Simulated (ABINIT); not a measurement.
# KSnH3 (Pm-3m): phonons by linear response, part 4 of 5

How does KSnH3 (Pm-3m) vibrate, and is this structure a minimum?

ABINIT 10.8.3; DFT PBEsol, scalar-relativistic, plane waves, PseudoDojo norm-conserving pseudopotentials.

So far. Step 7 (Zone-centre response): The acoustic modes at Γ come out as far as 5.1 cm⁻¹ from zero, where they should vanish, a small numerical error. The lowest optical mode is imaginary, 874i cm⁻¹, an instability at this level and on this k mesh. Step 8 (Zone-centre analysis): The rule also moves an optical mode by 0.3 cm⁻¹. The relaxed cell has a = 4.288 Å (conventional setting).

The structure was built from a prototype and need not be the compound's stable phase.

### 10. Zone-centre response

The zone centre is solved again, so that all wavevectors share one k mesh.

dfpt_gamma.abi reads:

```

# common to the responses
getwfk_filepath "gso_WFK"
kptopt 2
nqpt 1
qpt 0.0 0.0 0.0
asr 0
chneut 0

# displacements
rfphon 1
rfatpol 1 5
rfdir 1 1 1
tolvrs 1.0d-10
prtwf 0

# basis, mesh and filling
ecut 33.0
ngkpt 4 4 4
nshiftk 1
shiftk 0.0 0.0 0.0
istwfk *1
occopt 3
tsmear 0.01
nband 20
nstep 100
diemac 1000000.0
prtebands 0
prtgsr 0
useylm 1

# cell and atoms
acell 3*1.0 Angstrom
rprim 
    4.287609362 0.0 0.0
    0.0 4.287609362 0.0
    0.0 0.0 4.287609362
ntypat 3
znucl 19 50 1
natom 5
typat 1 2 3 3 3
xred 
    0.0 0.0 0.0
    0.5 0.5 0.5
    0.5 0.5 0.0
    0.5 0.0 0.5
    0.0 0.5 0.5
pp_dirpath "./pseudo"
pseudos "K.upf, Sn.upf, H.upf"
```

Started as:

```sh
> OMP_NUM_THREADS=1 mpirun -n 4 abinit dfpt_gamma.abi > dfpt_gamma.log
```

Numbers of over 12 decimals in the logs are rounded to 6 here.

dfpt_gamma.abo, the main output file:

```text
[banners, grids, parts of the stress and lines that vanish by symmetry left out]
- input  file    -> dfpt_gamma.abi
- output file    -> dfpt_gamma.abo
- root for input  files -> dfpt_gammai
- root for output files -> dfpt_gammao

 Symmetries : space group Pm -3 m (#221); Bravais cP (primitive cubic)
================================================================================
 Values of the parameters that define the memory need of the present run (RF).
     intxc =       0      iscf =       7    lmnmax =      18     lnmax =       6
     mgfft =      45  mpssoang =       3    mqgrid =    3001     natom =       5
  nloc_mem =       1    nspden =       1   nspinor =       1    nsppol =       1
      nsym =      48    n1xccc =    2501    ntypat =       3    occopt =       3
   xclevel =       2
-    mband =          20        mffmem =           1         mkmem =           9
-   mkqmem =           9        mk1mem =           9           mpw =        4842
      nfft =       91125          nkpt =          36
- my_mband =          20
================================================================================
================================================================================

--------------------------------------------------------------------------------
------------- Echo of variables that govern the present computation ------------
--------------------------------------------------------------------------------
-
- outvars: echo of selected default values
-   iomode0 =  0 , fftalg0 =312 , wfoptalg0 =  0
-
- outvars: echo of global parameters not present in the input file
-  max_nthreads =    1
-
 -outvars: echo values of preprocessed input variables
 [... echo left out ...]
================================================================================

 chkinp: Checking input parameters for consistency.

[...]
== DATASET  1 ==================================================================
-   mpi_nproc: 4, omp_nthreads: 1 (-1 if OMP is not activated)

--- !DatasetInfo
iteration_state: {dtset: 1, }
dimensions: {natom: 5, nkpt: 36, mband: 20, nsppol: 1, nspinor: 1, nspden: 1, mpw: 4842, }
cutoff_energies: {ecut:  33.0, pawecutdg:  -1.0, }
electrons: {nelect:   2.60000000E+01, charge:   0.00000000E+00, occopt:   3.00000000E+00, tsmear:   1.00000000E-02, }
meta: {optdriver: 1, rfphon: 1, }
...

 mkfilename: getwfk from: gso_WFK

 Real(R)+Recip(G) space primitive vectors, cartesian coordinates (Bohr,Bohr^-1):
 R(1)=  8.1024074  0.0000000  0.0000000  G(1)=  0.1234201  0.0000000  0.0000000
 R(2)=  0.0000000  8.1024074  0.0000000  G(2)=  0.0000000  0.1234201  0.0000000
 R(3)=  0.0000000  0.0000000  8.1024074  G(3)=  0.0000000  0.0000000  0.1234201
 Unit cell volume ucvol=  5.3191500E+02 bohr^3
 Angles (23,13,12)=  9.00000000E+01  9.00000000E+01  9.00000000E+01 degrees
 setup1 : take into account q-point for computing boxcut.

 getcut: wavevector=  0.0000  0.0000  0.0000  ngfft=  45  45  45
         ecut(hartree)=     33.000   => boxcut(ratio)=   2.09999

--- Pseudopotential description ------------------------------------------------
- pspini: atom type   1  psp file is ./pseudo/K.upf

- pspini: atom type   2  psp file is ./pseudo/Sn.upf

- pspini: atom type   3  psp file is ./pseudo/H.upf

   1.08780008E+03                                ecore*ucvol(ha*bohr**3)
--------------------------------------------------------------------------------

 ==>  initialize data related to q vector <==

 The list of irreducible perturbations for this q vector is:
    1)    idir= 1    ipert=   1
    2)    idir= 1    ipert=   2
    3)    idir= 1    ipert=   3
    4)    idir= 3    ipert=   3

[...]
The perturbation idir=   2  ipert=   1 is
 symmetric of a previously calculated perturbation.
 So, its SCF calculation is not needed.

 The perturbation idir=   3  ipert=   1 is
 symmetric of a previously calculated perturbation.
 So, its SCF calculation is not needed.

 The perturbation idir=   2  ipert=   2 is
 symmetric of a previously calculated perturbation.
 So, its SCF calculation is not needed.

 The perturbation idir=   3  ipert=   2 is
 symmetric of a previously calculated perturbation.
 So, its SCF calculation is not needed.

[...]
The perturbation idir=   2  ipert=   5 is
 symmetric of a previously calculated perturbation.
 So, its SCF calculation is not needed.

 The perturbation idir=   3  ipert=   5 is
 symmetric of a previously calculated perturbation.
 So, its SCF calculation is not needed.

--------------------------------------------------------------------------------
 Perturbation wavevector (in red.coord.)   0.000000  0.000000  0.000000
 Perturbation : displacement of atom   1   along direction   1
 Found     8 symmetries that leave the perturbation invariant.

[...]
dfpt_looppert : total number of electrons, from k and k+q
  fully or partially occupied states are    2.600000E+01 and    2.600000E+01.
 Initialisation of the first-order wave-functions :
  ireadwf=   0

--- !BeginCycle
iteration_state: {dtset: 1, }
solver: {iscf: 7, nstep: 100, nline: 4, wfoptalg: 0, }
tolerances: {tolvrs: 1.00E-10, }
...

     iter   2DEtotal(Ha)        deltaE(Ha) residm    vres2
-ETOT  1   3.551011     -2.151E+03 1.049E+01 3.680E+02
 ETOT  2  0.709259     -2.842E+00 2.203E-01 5.288E+02
 ETOT  3  0.433602     -2.757E-01 2.315E-02 7.501E+01
 ETOT  4  0.397778     -3.582E-02 1.796E-02 9.139E-01
 ETOT  5  0.397133     -6.455E-04 3.663E-03 2.469E-01
[...]
At SCF step   12       vres2   =  2.68E-12 < tolvrs=  1.00E-10 =>converged.
[...]
Mean square residual over all n,k,spin=   28.903E-08; max=  92.034E-06

 Thirteen components of 2nd-order total energy (hartree) are
 1,2,3: 0th-order hamiltonian combined with 1st-order wavefunctions
     kin0=   1.84866696E+03 eigvalue=   2.40314118E+02  local=  -1.74070243E+03
 4,5,6: 1st-order hamiltonian combined with 1st and 0th-order wfs
 loc psp =  -1.95780965E+03  Hartree=   5.91575992E+02     xc=  -1.45445823E+02
 note that "loc psp" includes a xc core correction that could be resolved
 7,8,9: eventually, occupation + non-local contributions
    edocc=   1.34993522E+02     enl0=   1.22519217E+03   enl1=  -2.35137938E+03
 1-9 gives the relaxation energy (to be shifted if some occ is /=2.0)
   erelax=  -2.15459452E+03
 10,11,12 Non-relaxation  contributions : frozen-wavefunctions and Ewald
 fr.local=   9.26477315E+02 fr.nonlo=   1.17633341E+03  Ewald=   7.90980837E+01
 13,14 Frozen wf xc core corrections (1) and (2)
 frxc 1  =  -1.64765722E+02  frxc 2 =   1.37848499E+02
 Resulting in :
 2DEtotal=    0.3970695744E+00 Ha. Also 2DEtotal=    0.108048135546E+02 eV
    (2DErelax=   -2.1545945154E+03 Ha. 2DEnonrelax=    2.1549915850E+03 Ha)
    (  non-var. 2DEtotal :    3.9706965797E-01 Ha)

[...]
Perturbation wavevector (in red.coord.)   0.000000  0.000000  0.000000
 Perturbation : displacement of atom   2   along direction   1
 Found     8 symmetries that leave the perturbation invariant.

[...]
dfpt_looppert : total number of electrons, from k and k+q
  fully or partially occupied states are    2.600000E+01 and    2.600000E+01.
 Initialisation of the first-order wave-functions :
  ireadwf=   0

--- !BeginCycle
iteration_state: {dtset: 1, }
solver: {iscf: 7, nstep: 100, nline: 4, wfoptalg: 0, }
tolerances: {tolvrs: 1.00E-10, }
...

     iter   2DEtotal(Ha)        deltaE(Ha) residm    vres2
-ETOT  1   5.985031     -2.184E+04 2.817E+01 4.514E+02
[...]
At SCF step   11       vres2   =  1.42E-11 < tolvrs=  1.00E-10 =>converged.
[...]
Mean square residual over all n,k,spin=   22.182E-07; max=  70.759E-05

 Thirteen components of 2nd-order total energy (hartree) are
 1,2,3: 0th-order hamiltonian combined with 1st-order wavefunctions
     kin0=   2.81563261E+04 eigvalue=   2.52089434E+03  local=  -1.37839670E+04
 4,5,6: 1st-order hamiltonian combined with 1st and 0th-order wfs
 loc psp =  -5.73927631E+03  Hartree=   1.87802989E+03     xc=  -3.47749972E+02
 note that "loc psp" includes a xc core correction that could be resolved
 7,8,9: eventually, occupation + non-local contributions
    edocc=   2.03883094E+01     enl0=   3.40518913E+03   enl1=  -3.79589451E+04
 1-9 gives the relaxation energy (to be shifted if some occ is /=2.0)
   erelax=  -2.18491107E+04
 10,11,12 Non-relaxation  contributions : frozen-wavefunctions and Ewald
 fr.local=   2.68315829E+03 fr.nonlo=   1.89598691E+04  Ewald=   8.68527978E+01
 13,14 Frozen wf xc core corrections (1) and (2)
 frxc 1  =  -7.84785544E+02  frxc 2 =   9.04451160E+02
 Resulting in :
 2DEtotal=    0.4350404762E+00 Ha. Also 2DEtotal=    0.118380544318E+02 eV
    (2DErelax=   -2.1849110721E+04 Ha. 2DEnonrelax=    2.1849545762E+04 Ha)
    (  non-var. 2DEtotal :    4.3504119885E-01 Ha)

[...]
Perturbation wavevector (in red.coord.)   0.000000  0.000000  0.000000
 Perturbation : displacement of atom   3   along direction   1
 Found     4 symmetries that leave the perturbation invariant.

[...]
dfpt_looppert : total number of electrons, from k and k+q
  fully or partially occupied states are    2.600000E+01 and    2.600000E+01.
 Initialisation of the first-order wave-functions :
  ireadwf=   0

--- !BeginCycle
iteration_state: {dtset: 1, }
solver: {iscf: 7, nstep: 100, nline: 4, wfoptalg: 0, }
tolerances: {tolvrs: 1.00E-10, }
...

     iter   2DEtotal(Ha)        deltaE(Ha) residm    vres2
-ETOT  1  0.807203     -6.133E+01 1.955E-01 9.140E+02
[...]
At SCF step   11       vres2   =  3.58E-11 < tolvrs=  1.00E-10 =>converged.
[...]
Mean square residual over all n,k,spin=   28.559E-08; max=  81.376E-06

 Thirteen components of 2nd-order total energy (hartree) are
 1,2,3: 0th-order hamiltonian combined with 1st-order wavefunctions
     kin0=   6.70262452E+01 eigvalue=  -7.62660459E-02  local=  -1.46713264E+01
 4,5,6: 1st-order hamiltonian combined with 1st and 0th-order wfs
 loc psp =  -8.89685766E+01  Hartree=   1.42297136E+01     xc=  -8.82871608E+00
 note that "loc psp" includes a xc core correction that could be resolved
 7,8,9: eventually, occupation + non-local contributions
    edocc=   4.56632147E+00     enl0=  -7.18149445E-01   enl1=  -3.40870681E+01
 1-9 gives the relaxation energy (to be shifted if some occ is /=2.0)
   erelax=  -6.15278224E+01
 10,11,12 Non-relaxation  contributions : frozen-wavefunctions and Ewald
 fr.local=   5.36897912E+01 fr.nonlo=   1.72295716E+01  Ewald=  -8.78548825E+00
 13,14 Frozen wf xc core corrections (1) and (2)
 frxc 1  =   0.00000000E+00  frxc 2 =   0.00000000E+00
 Resulting in :
 2DEtotal=    0.6060521984E+00 Ha. Also 2DEtotal=    0.164915204559E+02 eV
    (2DErelax=   -6.1527822361E+01 Ha. 2DEnonrelax=    6.2133874560E+01 Ha)
    (  non-var. 2DEtotal :    6.0605220977E-01 Ha)

[...]
Perturbation wavevector (in red.coord.)   0.000000  0.000000  0.000000
 Perturbation : displacement of atom   3   along direction   3
 Found     8 symmetries that leave the perturbation invariant.

--------------------------------------------------------------------------------

--------------------------------------------------------------------------------

 dfpt_looppert : total number of electrons, from k and k+q
  fully or partially occupied states are    2.600000E+01 and    2.600000E+01.
 Initialisation of the first-order wave-functions :
  ireadwf=   0

--- !BeginCycle
iteration_state: {dtset: 1, }
solver: {iscf: 7, nstep: 100, nline: 4, wfoptalg: 0, }
tolerances: {tolvrs: 1.00E-10, }
...

     iter   2DEtotal(Ha)        deltaE(Ha) residm    vres2
-ETOT  1  -2.309506     -6.677E+01 7.882E-01 3.958E+02
[...]
ETOT 10  -2.521383      2.601E-12 1.336E-06 5.465E-10
 ETOT 11  -2.521383      4.405E-13 3.797E-06 1.997E-11

 At SCF step   11       vres2   =  2.00E-11 < tolvrs=  1.00E-10 =>converged.
[...]
Mean square residual over all n,k,spin=   25.022E-09; max=  37.966E-07

 Thirteen components of 2nd-order total energy (hartree) are
 1,2,3: 0th-order hamiltonian combined with 1st-order wavefunctions
     kin0=   6.86030069E+01 eigvalue=   4.25967271E-02  local=  -1.60962164E+01
 4,5,6: 1st-order hamiltonian combined with 1st and 0th-order wfs
 loc psp =  -9.78901054E+01  Hartree=   1.68909613E+01     xc=  -1.06695116E+01
 note that "loc psp" includes a xc core correction that could be resolved
 7,8,9: eventually, occupation + non-local contributions
    edocc=   9.18764736E+00     enl0=  -9.75472453E-01   enl1=  -3.60759184E+01
 1-9 gives the relaxation energy (to be shifted if some occ is /=2.0)
   erelax=  -6.69830120E+01
 10,11,12 Non-relaxation  contributions : frozen-wavefunctions and Ewald
 fr.local=  -7.96183205E+00 fr.nonlo=   1.60789139E+01  Ewald=   5.63445470E+01
 13,14 Frozen wf xc core corrections (1) and (2)
 frxc 1  =   0.00000000E+00  frxc 2 =   0.00000000E+00
 Resulting in :
 2DEtotal=   -0.2521383212E+01 Ha. Also 2DEtotal=   -0.686103324522E+02 eV
    (2DErelax=   -6.6983011979E+01 Ha. 2DEnonrelax=    6.4461628767E+01 Ha)
    (  non-var. 2DEtotal :   -2.5213831346E+00 Ha)

[...]
---- first-order wavefunction calculations are completed ----

 ==> Compute Derivative Database <==

 [... matrices left out ...]
  Phonon wavevector (reduced coordinates) :  0.00000  0.00000  0.00000
 Phonon energies in Hartree :
  -4.591653E-03 -4.591653E-03 -4.591653E-03 -2.667195E-05 -2.667195E-05
  -2.667195E-05  3.553388E-04  3.553388E-04  3.553388E-04  2.188597E-03
   2.188597E-03  2.188597E-03  2.329972E-03  2.329972E-03  2.329972E-03
 Phonon frequencies in cm-1    :
- -1.007751E+03 -1.007751E+03 -1.007751E+03 -5.853817E+00 -5.853817E+00
- -5.853817E+00  7.798784E+01  7.798784E+01  7.798784E+01  4.803416E+02
-  4.803416E+02  4.803416E+02  5.113698E+02  5.113698E+02  5.113698E+02

== END DATASET(S) ==============================================================
================================================================================

 -outvars: echo values of variables after computation
            acell      1.8897261259E+00  1.8897261259E+00  1.8897261259E+00 Bohr
           etotal     -2.5213832119E+00
            fcart      0.0000000000E+00  0.0000000000E+00  0.0000000000E+00
           strten      0.0000000000E+00  0.0000000000E+00  0.0000000000E+00
================================================================================
```

The job ended after 4.6 min (4 MPI ranks of Intel Xeon Platinum 8488C (Sapphire Rapids), shared host).

Numbers from this step:

* largest acoustic frequency at the zone centre before the sum rule: -5.85 cm⁻¹
* highest optical zone-centre mode (no LO-TO term): 511.4 cm⁻¹
* lowest optical zone-centre mode: -1008 cm⁻¹

The acoustic modes at Γ come out as far as 5.8 cm⁻¹ from zero, where they should vanish, a small numerical error. The lowest optical mode is imaginary, 1008i cm⁻¹, an instability at this level and on this k mesh.

(Continued in part 5 of 5.)

[Host names and launcher messages were left out of these logs when they were recorded.]

[Logs are printed without paths, hosts, clocks, repeated set-up lines and the standing remarks that a program may print on its own settings, such as how far it seeks lower states.]

[Hosts, paths, dates, database ids (printed as entryN), source tags and the programs' standing remarks are cut or masked in the printed files.]
